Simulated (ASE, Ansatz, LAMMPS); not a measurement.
# (9,0) carbon nanotube bundle (180 atoms): support functions against a reference, part 2 of 2

Aim: test how closely localised support functions follow the reference on (9,0) carbon nanotube bundle (180 atoms), and at what cost. A setting counts as converged where the r.m.s. difference of forces stays under 1 % of the r.m.s. force.

Ansatz 0.2.0; Kohn-Sham DFT, PBE+D4, PAW (set soft_2), plane waves.

So far. Step 3 (Plane-wave single point): Löwdin charges run from +0.04 to +0.04 e, about a mean that is the spilled charge alone. Within 0.4 eV of the Fermi level the largest share is C p (99 % of the projected weight).

**4. Structure statistics (continued)**

Local excerpt of 10 atoms (numbers count through the whole input) about C7, which bears the longest force; x, y, z are measured from there.

```
atom      x      y      z  distance (Å)  bonds  Löwdin charge (e)     Fx    Fy  Fz (eV/Å)
  C7   0.00   0.00   0.00          0.00      3               0.04   0.16  0.22       0.47
 C10   0.00   0.00   1.40          1.40      3               0.04   0.16  0.22      -0.47
  C4   1.15  -0.42  -0.69          1.41      3               0.04   0.11  0.19      -0.22
  C8  -1.23   0.00  -0.69          1.41      3               0.04  -0.16  0.22      -0.47
 C11  -2.38  -0.42   0.00          2.42      3               0.04  -0.11  0.19       0.22
  C3   2.09  -1.21   0.00          2.42      3               0.04   0.11  0.25       0.47
C153   1.15  -0.42  -2.09          2.42      3               0.04   0.11  0.19       0.22
 C13  -1.23   0.00   2.09          2.42      3               0.04  -0.16  0.22       0.47
C157  -1.23   0.00  -2.09          2.42      3               0.04  -0.16  0.22       0.47
  C9   1.15  -0.42   2.09          2.42      3               0.04   0.11  0.19       0.22
```

**5. Support functions medium**

The cell is solved in localised support functions. The level medium gives here a grid of 48×48×96 points and a radius of 3.45 Å.

This step: Kohn-Sham DFT, PBE+D4, PAW (set soft_2), localised support functions (medium) (Ansatz 0.2.0).

File input.yaml:

```yaml
crystal:
  lattice:
    - [10.34738, 0.0, 0.0]
    - [-5.17369, 8.96109, 0.0]
    - [0.0, 0.0, 20.89234]
  atoms:
    [... the 180 atom lines of step 3 ...]
kpoints:
  mp_grid: { grid: [2, 2, 1] }
hamiltonian:
  xc: pbe
  dispersion: d4
scf:
  occupations: { method: gaussian, width: 0.025 }
  eigensolver: { kind: { support_functions: { accuracy: medium } } }
  mixing: { beta: 0.4 }
  max_iter: 150
output:
  forces: true
  eigenvalues: true
```

The run is started by

```
$ ansatz run input.yaml --threads 8 --pin off --max-ram 15872MiB --backend cpu --events-out ev --progress --plain --runs-dir out
```

Log:

```text
Warning: scf.eigensolver.kind.support_functions: disabling space-group detection — the functions' gradient is summed over unrotated k-points, so no spatial operation reduces the k-mesh or symmetrises the density; time reversal is kept, so that k and −k are solved as one point where they differ and the mesh holds both, and exact exchange and, on two spinor components, a DFT+U term hold to it where the run has them: [...]
settings of this run that can trade accuracy for cost: scf.eigensolver.kind.support_functions [...]
[...]
Crystal: 180 atoms, lattice volume = 1937.217 Å³
Basis set: ecut = 420 eV, 37845 PW (Γ), exchange–correlation on 144×144×288 points (8 copies of the dense FFT grid, shifted against one another)
Bands: 432, of which v1, the nominal top of the filled ones, is band 360 counted from 1 (359 counted from 0)
Symmetry: 1 space group operations
k-points: 4
[...]
Eigensolver: Support functions (medium, 48×48×96 points, laid for a spacing of at most 0.228497 Å, radius 3.447609 Å, 28 sites without an atom, 1 species' potentials softened for the grid, 1 wholly corrected for its errors in the mean over positions, 1 with the egg-box correction, energy correction by stochastic trace)
[...]
SCF iter   1: F=—  HF=-45206.188675 eV  |F-HF|=—  |Δ(HF+E_count)|=         —  Δρ=9.92e-2  dr2=1.89e2  ethr=1.00e-1
[...]
SCF iter  14: F=—  HF=-45162.949888 eV  |F-HF|=—  |Δ(HF+E_count)|=   1.46e-3  Δρ=2.05e-5  dr2=1.13e-5  ethr=9.74e-9  κ⁻¹=4.3e-6(r=7)
SCF iter  15: F=-45162.950995 eV  HF=-45162.950995 eV  |F-HF|=2.61e-8  |Δ(HF+E_count)|=   1.11e-3  Δρ=1.29e-5  dr2=3.11e-6  ethr=1.57e-9
SCF 1 converged in 15 iterations: F = -45162.967316 eV  dr2 = 3.11e-6
[...]
SCF converged after 15 iterations
Stability not checked: this state was not tested for a lower state beside it, because the mixer in use, unlike msr1, does not test its closes by its own steps (another_mixer; see scf.mixing.algorithm and scf.lower_state_search)
Free energy (F): -45162.967316 eV
[...]
Internal energy: -45162.966263 eV  (E = F + TS)
E sigma→0 (E₀):  -45162.966790 eV
Entropy (-TS):   -0.001054 eV (-0.006 meV/atom)
Fermi energy:    5.171166 eV
[...]
Σ components = -45162.967316   (vs F -45162.967316, Δ=0.00e0)
--- Forces (eV/Å), atoms counted from 1 ---
  atom   1  C      0.21664443    -0.00016041     0.21852758
  atom   2  C      0.27415371    -0.02849380    -0.47082594
  atom   3  C      0.11213829     0.25162682     0.47122922
  atom   4  C      0.10818622     0.18749311    -0.21751358
[...]
atom 180  C      0.21652644    -0.00016537    -0.21744735
  max |Σ_I F_I| component: 1.78e-3 eV/Å
--- Band table (eV) ---
[...]
```

It took 4.8 min on 8 threads of Arm Neoverse N1, shared host; peak memory 4.7 GiB.

The program notes that the band table was not solved further than the SCF left it and it switched symmetry off.

Keys that differ from the reference: support_functions.accuracy = "medium", scf.max_iter = 150 and scf.mixing.beta = 0.4.

Forces differ from the reference by 0.80 meV/Å r.m.s., 0.29 % of their size, well within a tolerance of 1 %; the energy by -3.8 meV/atom. It took roughly 2.1 times the reference's time (one timing each, with unlike analyses asked), in 15 cycles against 7.

**6. Cost against change**

Differences are against the plane-wave reference (Kohn-Sham DFT, PBE+D4, PAW (set soft_2), plane waves), whose r.m.s. force component is 0.277 eV/Å. Energies are set beside the reference only for runs with its functional, potentials and electron count. Times are for 8 threads of Arm Neoverse N1, shared host. The reference's time includes the DOS, the stress and grids, which some other runs skip.

```
                     run  Δ force, r.m.s. (meV/Å)  share of r.m.s. force (%)  Δ energy (meV/atom)  cycles     time  host memory (GiB)
               reference                        -                          -                    -       7  2.2 min                9.2
support functions medium                    0.796                      0.288                -3.80      15  4.8 min                4.7
```

**7. Outcome**

```
free energy per atom        : -250.9016 eV/atom
density                     : 1.853 g/cm³
pressure                    : 9.425 GPa
r.m.s. force component      : 0.2767 eV/Å
wall time of the 2 DFT runs : 7.1 min
```

In words: Against plane waves at 420 eV, the forces differ by 0.80 meV/Å (0.29 %) with support functions medium. At 180 atoms the run with support functions medium takes roughly 2.1 times the time of plane waves (whose run also made extra analyses), in 15 SCF cycles against 7. Differences between support functions and plane waves include what basis error the plane-wave run still has.

No gap is quoted: a carbon tube of such indices can be metallic, and the k-points needn't hold the crossing of its bands. Counting bonds as in the table, all C atoms have 3 bonded neighbours.

Caveats: The geometry was minimised with a classical potential and isn't relaxed at this level: its force components are 0.28 eV/Å r.m.s. The stress is far from hydrostatic: its diagonal is 5.0, 5.0, 18.3 GPa, compression counted positive. The pressure of 9.4 GPa means that a free cell would grow at this level.

[Long decimals in the printed logs are rounded to 6 places.]

[Logs are printed without paths, hosts, clocks, repeated set-up lines and the standing remarks that a program may print on its own settings, such as how far it seeks lower states.]

[Hosts, paths, dates, database ids (printed as entryN), source tags and the programs' standing remarks are cut or masked in the printed files.]
